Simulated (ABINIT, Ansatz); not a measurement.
## Converging GW for K2TaNbO6 (Fm-3m) in ABINIT

What does each rung of G0W0 on K2TaNbO6 (Fm-3m) cost, and what does it buy?

Method: PBEsol and many-body steps on it, plane waves, in ABINIT 10.8.3.

## Step 1: The structure

It takes space group Fm-3m (No. 225, cubic). The conventional cell has a = 8.089 Å, b = 8.089 Å, c = 8.089 Å, α = 90.00°, β = 90.00°, γ = 90.00°. Nearest to K lie 12 O at 2.86 Å. Nearest to Ta lie 6 O at 2.01 Å. Nearest to Nb lie 6 O at 2.03 Å. Nearest to O lie 1 Ta at 2.01 Å and 1 Nb at 2.03 Å and 4 K at 2.86 Å. Farther neighbours and most contacts between anions are not listed.

The cell and positions are those that the Materials Project relaxed with its own functionals (PBE, PBE+U or r2SCAN), kept fixed. Spin-orbit coupling is left out unless a step names it.

## Step 2: Empty states on the mesh, 2×2×2 mesh, 278 bands

This step: ABINIT 10.8.3; DFT, PBEsol, plane waves, norm-conserving pseudopotentials.

The sums over transitions need many empty states on a uniform mesh; this step solves for them.

Contents of run.abi:

```
acell 3*1.0 Angstrom
rprim 
  -0.000000000000 4.044428000000 4.044428000000
  4.044428000000 -0.000000000000 4.044428000000
  4.044428000000 4.044428000000 -0.000000000000
ntypat 4
znucl 19 73 41 8
natom 10
typat 1 1 2 3 4 4 4 4 4 4
xred 
  0.250000000000 0.250000000000 0.250000000000
  0.750000000000 0.750000000000 0.750000000000
  0.500000000000 0.500000000000 0.500000000000
  -0.000000000000 0.000000000000 -0.000000000000
  0.749028000000 0.250972000000 0.250972000000
  0.250972000000 0.749028000000 0.749028000000
  0.250972000000 0.749028000000 0.250972000000
  0.749028000000 0.250972000000 0.749028000000
  0.250972000000 0.250972000000 0.749028000000
  0.749028000000 0.749028000000 0.250972000000
pp_dirpath "pseudos"
pseudos "K.upf, Ta.upf, Nb.upf, O.upf"
ecut 37
ngkpt 2 2 2
nshiftk 1
shiftk 0 0 0
kptopt 1
chksymbreak 0
iscf -2
irdden 1
istwfk *1
nband 278
nbdbuf 24
tolwfr 1e-09
nstep 60
prtvol 0
indata_prefix "in"
outdata_prefix "out"
tmpdata_prefix "tmp"
```

Started as:

```bash
> OMP_NUM_THREADS=1 mpirun -n 4 abinit run.abi > log
```

Numbers of over 12 decimals in the logs are rounded to 6 here.

The program printed:

```text
.Version 10.8.3 of ABINIT. v10.8.2 released Aug 2026.

 Symmetries : space group Fm -3 m (#225); Bravais cF (face-center cubic)
[... echo of the input left out ...]
== DATASET  1 ==================================================================
-   mpi_nproc: 4, omp_nthreads: 1 (-1 if OMP is not activated)
-    --> not optimal distribution: autoparal keyword recommended in input file <--

--- !DatasetInfo
iteration_state: {dtset: 1, }
dimensions: {natom: 10, nkpt: 3, mband: 278, nsppol: 1, nspinor: 1, nspden: 1, mpw: 9608, }
cutoff_energies: {ecut:  37.0, pawecutdg:  -1.0, }
[...]
2.88761    2.88761    2.88794    2.88794    2.89921    2.89921    2.89921    2.90748
   2.90748    2.90748    2.95076    2.95081    2.95091    2.95120    2.95126    2.95131
   2.95935    2.95959    2.95986    2.97180    2.97242    2.97314
 prteigrs : prtvol=0 or 1, do not print more k-points.

== END DATASET(S) ==============================================================
================================================================================

 -outvars: echo values of variables after computation  --------
            nband         278
             nkpt           3
          spgroup         225
 [... the other variables as echoed above ...]

 Calculation completed.
```

Wall time 3.9 min (4 MPI ranks of Intel Xeon Platinum 8488C (Sapphire Rapids), shared host); peak memory 0.49 GiB.

This step gave:

```yaml
gap: 1.698 eV
k_of_the_valence_top: 0, 0, 0
k_of_the_conduction_bottom: 0, 0, 0
least_direct_gap: 1.698 eV
k_points_computed: 3
lowest_point_of_the_top_converged_band_above_the_valence_top: 71.9812 eV
```

On this mesh the gap is 1.698 eV.

The density comes from a self-consistent run that is not shown.

## Step 3: Screening, 2×2×2 mesh, 66 bands, screening to 62.6 eV

The RPA dielectric matrix is built and inverted for each q.

This step: RPA screening on PBEsol, plane waves, norm-conserving pseudopotentials.

run.abi, as its differences from that of step 2:

```diff
@@ -28,10 +28,11 @@
 chksymbreak 0
-iscf -2
-irdden 1
 istwfk *1
-nband 278
-nbdbuf 24
-tolwfr 1e-09
-nstep 60
-prtvol 0
+occopt 1
+irdwfk 1
+optdriver 3
+nband 66
+ecuteps 2.3
+inclvkb 2
+awtr 1
+symchi 1
 indata_prefix "in"
```

The program printed:

```text
.Version 10.8.3 of ABINIT. v10.8.2 released Aug 2026.

 Symmetries : space group Fm -3 m (#225); Bravais cF (face-center cubic)
[... echo of the input left out ...]
== DATASET  1 ==================================================================
-   mpi_nproc: 4, omp_nthreads: 1 (-1 if OMP is not activated)

--- !DatasetInfo
iteration_state: {dtset: 1, }
dimensions: {natom: 10, nkpt: 3, mband: 66, nsppol: 1, nspinor: 1, nspden: 1, mpw: 9608, }
cutoff_energies: {ecut:  37.0, pawecutdg:  -1.0, }
electrons: {nelect:   8.00000000E+01, charge:   0.00000000E+00, occopt:   1.00000000E+00, tsmear:   1.00000000E-02, }

 SCREENING: Calculation of the susceptibility and dielectric matrices

 Based on a program developped by R.W. Godby, V. Olevano, G. Onida, and L. Reining.
 Incorporated in ABINIT by V. Olevano, G.-M. Rignanese, and M. Torrent.
.Using double precision arithmetic ; gwpc =  8

[... cell and pseudopotentials left out ...]
--------------------------------------------------------------------------------

 ==== K-mesh for the wavefunctions ====
 Number of points in the irreducible wedge :     3
[... list of points left out ...]
 Together with 48 symmetry operations and time-reversal symmetry
 yields     8 points in the full Brillouin Zone.

 ==== Q-mesh for the screening function ====
 Number of points in the irreducible wedge :     3
[... list of points left out ...]
 Together with 48 symmetry operations and time-reversal symmetry
 yields     8 points in the full Brillouin Zone.

 setmesh: FFT mesh size selected  =    40x   40x   40
          total number of points  =        64000

 vcoul_init : cutoff-mode = AUXILIARY_FUNCTION
 q-points for optical limit:   1
     1)      0.000010    0.000020    0.000030

- screening: taking advantage of time-reversal symmetry
- Maximum band index for partially occupied states nbvw = 40
- Remaining bands to be divided among processors   nbcw = 26
- Number of bands treated by each node ~6

 Number of electrons calculated from density =   80.0000; Expected =   80.0000
 average of density, n =  0.089597
 r_s =    1.3864
 omega_plasma =   28.8736 [eV]

 calculating chi0 at frequencies [eV] :
  1    0.000000E+00    0.000000E+00
  2    0.000000E+00    2.887365E+01

--------------------------------------------------------------------------------
  q-point number  1        q = ( 0.000000, 0.000000, 0.000000) [r.l.u.]
--------------------------------------------------------------------------------
[... chi0 elements left out ...]
 For q-point:  0.000010 0.000020 0.000030
  dielectric constant =   8.1945
  dielectric constant without local fields =   8.5769

  Average fulfillment of the sum rule on Im[epsilon] for q-point    1 :     22.22  [%]
[... wings left out ...]
  q-point number  2        q = ( 0.500000, 0.000000, 0.000000) [r.l.u.]
--------------------------------------------------------------------------------
[... chi0 elements left out ...]
  Average fulfillment of the sum rule on Im[epsilon] for q-point    2 :     30.12  [%]

 [... 1 further q-points ...]
```

Elapsed: 18 s, on 4 MPI ranks; peak memory 1.8 GiB; 71 s of CPU time.

This step gave:

```yaml
eps_infinity_with_local_fields_on_this_mesh_along_the_program_s_q_direction: 8.194
the_same_without_local_fields: 8.577
plasma_frequency: 28.87 eV
plane_waves_in_the_screening_matrix: 169
```

Local fields lower ε∞ by 4 %. On a Γ-centred mesh this coarse the value itself is usually too large, while a short band sum pulls it down.

## Step 4: 66 bands, 62.6 eV

The self-energy is evaluated for the states that the input lists, and the levels follow from it, in one-shot runs by the linearised quasiparticle equation.

This step: G0W0 on PBEsol, plane waves, norm-conserving pseudopotentials.

run.abi, as its differences from that of step 3:

```diff
@@ -31,8 +31,15 @@
 irdwfk 1
-optdriver 3
+optdriver 4
 nband 66
+gwcalctyp 0
+ecutsigx 37
+symsigma 1
+nkptgw 1
+kptgw 
+  0.0000000000 0.0000000000 0.0000000000
+bdgw 
+  38 43
 ecuteps 2.3
-inclvkb 2
-awtr 1
-symchi 1
+irdscr 1
+ppmodel 1
 indata_prefix "in"
```

The program printed:

```text
.Version 10.8.3 of ABINIT. v10.8.2 released Aug 2026.

 Symmetries : space group Fm -3 m (#225); Bravais cF (face-center cubic)
[... echo of the input left out ...]
== DATASET  1 ==================================================================
-   mpi_nproc: 4, omp_nthreads: 1 (-1 if OMP is not activated)

--- !DatasetInfo
iteration_state: {dtset: 1, }
dimensions: {natom: 10, nkpt: 3, mband: 66, nsppol: 1, nspinor: 1, nspden: 1, mpw: 9608, }
cutoff_energies: {ecut:  37.0, pawecutdg:  -1.0, }
electrons: {nelect:   8.00000000E+01, charge:   0.00000000E+00, occopt:   1.00000000E+00, tsmear:   1.00000000E-02, }

 SIGMA: Calculation of the GW corrections

 Based on a program developped by R.W. Godby, V. Olevano, G. Onida, and L. Reining.
 Incorporated in ABINIT by V. Olevano, G.-M. Rignanese, and M. Torrent.
.Using double precision arithmetic ; gwpc =  8

[... cell and pseudopotentials left out ...]
--------------------------------------------------------------------------------

 ==== K-mesh for the wavefunctions ====
 Number of points in the irreducible wedge :     3
[... list of points left out ...]
 Together with 48 symmetry operations and time-reversal symmetry
 yields     8 points in the full Brillouin Zone.

 ==== Q-mesh for screening function ====
 Number of points in the irreducible wedge :     3
[... list of points left out ...]
 Together with 48 symmetry operations and time-reversal symmetry
 yields     8 points in the full Brillouin Zone.

 vcoul_init : cutoff-mode = AUXILIARY_FUNCTION
 q-points for optical limit:   1
     1)      0.000010    0.000020    0.000030
 setmesh: FFT mesh size selected  =    60x   60x   60
          total number of points  =       216000

 Number of electrons calculated from density =   80.0000; Expected =   80.0000
 average of density, n =  0.089597
 r_s =    1.3864
 omega_plasma =   28.8736 [eV]

 === KS Band Gaps ===
  >>>> For spin  1
   Minimum direct gap =   1.6976 [eV], located at k-point      :   0.0000  0.0000  0.0000
   Fundamental gap    =   1.6976 [eV], Top of valence bands at :   0.0000  0.0000  0.0000
                                       Bottom of conduction at :   0.0000  0.0000  0.0000
 SIGMA fundamental parameters:
 PLASMON POLE MODEL  1
 number of plane-waves for SigmaX                 9577
 number of plane-waves for SigmaC and W            169
 number of plane-waves for wavefunctions          9577
 number of bands                                    66
 number of independent spin polarizations            1
 number of spinorial components                      1
 number of k-points in IBZ                           3
 number of q-points in IBZ                           3
 number of symmetry operations                      48
 number of k-points in BZ                            8
 number of q-points in BZ                            8
 number of frequencies for dSigma/dE                 9
 frequency step for dSigma/dE [eV]                0.25
 number of omega for Sigma on real axis              0
 max omega for Sigma on real axis  [eV]           0.00
 zcut for avoiding poles [eV]                     0.10

 EPSILON^-1 parameters (SCR file):
 dimension of the eps^-1 matrix on file            169
 dimension of the eps^-1 matrix used               169
 number of plane-waves for wavefunctions          9577
 number of bands                                    66
 number of q-points in IBZ                           3
 number of frequencies                               2
 number of real frequencies                          1
 number of imag frequencies                          1

 matrix elements of self-energy operator (all in [eV])

 Perturbative Calculation

--- !SelfEnergy_ee
iteration_state: {dtset: 1, }
kpoint     : [   0.000,    0.000,    0.000, ]
spin       : 1
KS_gap     :    1.698
QP_gap     :    3.519
Delta_QP_KS:    1.821
data: !SigmaeeData |
     Band     E0 <VxcDFT>   SigX SigC(E0)      Z dSigC/dE  Sig(E)    E-E0       E
       38   5.219 -19.860 -24.589   5.343   0.751  -0.331 -19.399   0.461   5.680
       39   5.219 -19.860 -24.589   5.343   0.751  -0.331 -19.399   0.461   5.680
       40   5.219 -19.860 -24.589   5.343   0.751  -0.331 -19.399   0.461   5.680
       41   6.917 -15.369  -9.559  -3.001   0.813  -0.231 -13.086   2.282   9.199
       42   6.917 -15.369  -9.559  -3.001   0.813  -0.231 -13.086   2.282   9.199
       43   6.917 -15.369  -9.559  -3.001   0.813  -0.231 -13.086   2.282   9.199

== END DATASET(S) ==============================================================
================================================================================

 -outvars: echo values of variables after computation  --------
           etotal      0.0000000000E+00
            nband          66
             nkpt           3
          spgroup         225
 [... the other variables as echoed above ...]

 Calculation completed.
```

The job ended after 5.9 s (4 MPI ranks; peak memory 0.33 GiB; 23 s of CPU time).

Numbers from this step:

```yaml
g0w0_gap_on_the_points_computed: 3.519 eV
starting_gap_on_the_mesh: 1.698 eV
k_of_the_valence_top: 0, 0, 0
k_of_the_conduction_bottom: 0, 0, 0
z_at_the_valence_top: 0.751
z_at_the_conduction_bottom: 0.813
least_direct_g0w0_gap_on_the_computed_points: 3.519 eV
```

The gap on the mesh goes from 1.70 eV to 3.52 eV, a correction of +1.82 eV.

## Step 5: Screening, 2×2×2 mesh, 127 bands, screening to 114.3 eV

This step: RPA screening on PBEsol, plane waves, norm-conserving pseudopotentials.

run.abi, as its differences from that of step 4:

```diff
@@ -31,15 +31,8 @@
 irdwfk 1
-optdriver 4
-nband 66
-gwcalctyp 0
-ecutsigx 37
-symsigma 1
-nkptgw 1
-kptgw 
-  0.0000000000 0.0000000000 0.0000000000
-bdgw 
-  38 43
-ecuteps 2.3
-irdscr 1
-ppmodel 1
+optdriver 3
+nband 127
+ecuteps 4.2
+inclvkb 2
+awtr 1
+symchi 1
 indata_prefix "in"
```

The program printed:

```text
.Version 10.8.3 of ABINIT. v10.8.2 released Aug 2026.

 Symmetries : space group Fm -3 m (#225); Bravais cF (face-center cubic)
[... echo of the input left out ...]
== DATASET  1 ==================================================================
-   mpi_nproc: 4, omp_nthreads: 1 (-1 if OMP is not activated)

--- !DatasetInfo
iteration_state: {dtset: 1, }
dimensions: {natom: 10, nkpt: 3, mband: 127, nsppol: 1, nspinor: 1, nspden: 1, mpw: 9608, }
cutoff_energies: {ecut:  37.0, pawecutdg:  -1.0, }
electrons: {nelect:   8.00000000E+01, charge:   0.00000000E+00, occopt:   1.00000000E+00, tsmear:   1.00000000E-02, }

 SCREENING: Calculation of the susceptibility and dielectric matrices

 Based on a program developped by R.W. Godby, V. Olevano, G. Onida, and L. Reining.
 Incorporated in ABINIT by V. Olevano, G.-M. Rignanese, and M. Torrent.
.Using double precision arithmetic ; gwpc =  8

[... cell and pseudopotentials left out ...]
--------------------------------------------------------------------------------

 ==== K-mesh for the wavefunctions ====
 Number of points in the irreducible wedge :     3
[... list of points left out ...]
 Together with 48 symmetry operations and time-reversal symmetry
 yields     8 points in the full Brillouin Zone.

 ==== Q-mesh for the screening function ====
 Number of points in the irreducible wedge :     3
[... list of points left out ...]
 Together with 48 symmetry operations and time-reversal symmetry
 yields     8 points in the full Brillouin Zone.

 setmesh: FFT mesh size selected  =    40x   40x   40
          total number of points  =        64000

 vcoul_init : cutoff-mode = AUXILIARY_FUNCTION
 q-points for optical limit:   1
     1)      0.000010    0.000020    0.000030

- screening: taking advantage of time-reversal symmetry
- Maximum band index for partially occupied states nbvw = 40
- Remaining bands to be divided among processors   nbcw = 87
- Number of bands treated by each node ~21

 Number of electrons calculated from density =   80.0000; Expected =   80.0000
 average of density, n =  0.089597
 r_s =    1.3864
 omega_plasma =   28.8736 [eV]

 calculating chi0 at frequencies [eV] :
  1    0.000000E+00    0.000000E+00
  2    0.000000E+00    2.887365E+01

--------------------------------------------------------------------------------
  q-point number  1        q = ( 0.000000, 0.000000, 0.000000) [r.l.u.]
--------------------------------------------------------------------------------
[... chi0 elements left out ...]
 For q-point:  0.000010 0.000020 0.000030
  dielectric constant =   8.4347
  dielectric constant without local fields =   8.9306

  Average fulfillment of the sum rule on Im[epsilon] for q-point    1 :     46.91  [%]
[... wings left out ...]
  q-point number  2        q = ( 0.500000, 0.000000, 0.000000) [r.l.u.]
--------------------------------------------------------------------------------
[... chi0 elements left out ...]
  Average fulfillment of the sum rule on Im[epsilon] for q-point    2 :     54.49  [%]

 [... 1 further q-points ...]
```

Elapsed: 49 s, on 4 MPI ranks; peak memory 2 GiB; 3.2 min of CPU time.

Numbers from this step:

```yaml
eps_infinity_with_local_fields_on_this_mesh_along_the_program_s_q_direction: 8.435
the_same_without_local_fields: 8.931
plasma_frequency: 28.87 eV
plane_waves_in_the_screening_matrix: 339
```

(Part 1 of 2 ends here.)

[Paths, hosts, dates, memory and timing lines, banners, echoed tables and standing remarks are left out of the program output.]

[Logs are printed without paths, hosts, clocks, repeated set-up lines and the standing remarks that a program may print on its own settings, such as how far it seeks lower states.]

[Runs of the session that timed out or met a known fault of the program may be left out.]

[Hosts, paths, dates, database ids (printed as entryN), source tags and the programs' standing remarks are cut or masked in the printed files.]

[G0W0 gaps are taken among the corrected bands and points alone; a level outside them can change the order at an edge.]

[Where Ansatz stands beside ABINIT at settings called matched, ABINIT's density can come from a denser mesh and the files from another edition; pairs whose starting gaps differed by over 0.03 eV were left out, so agreement reads better than it is.]
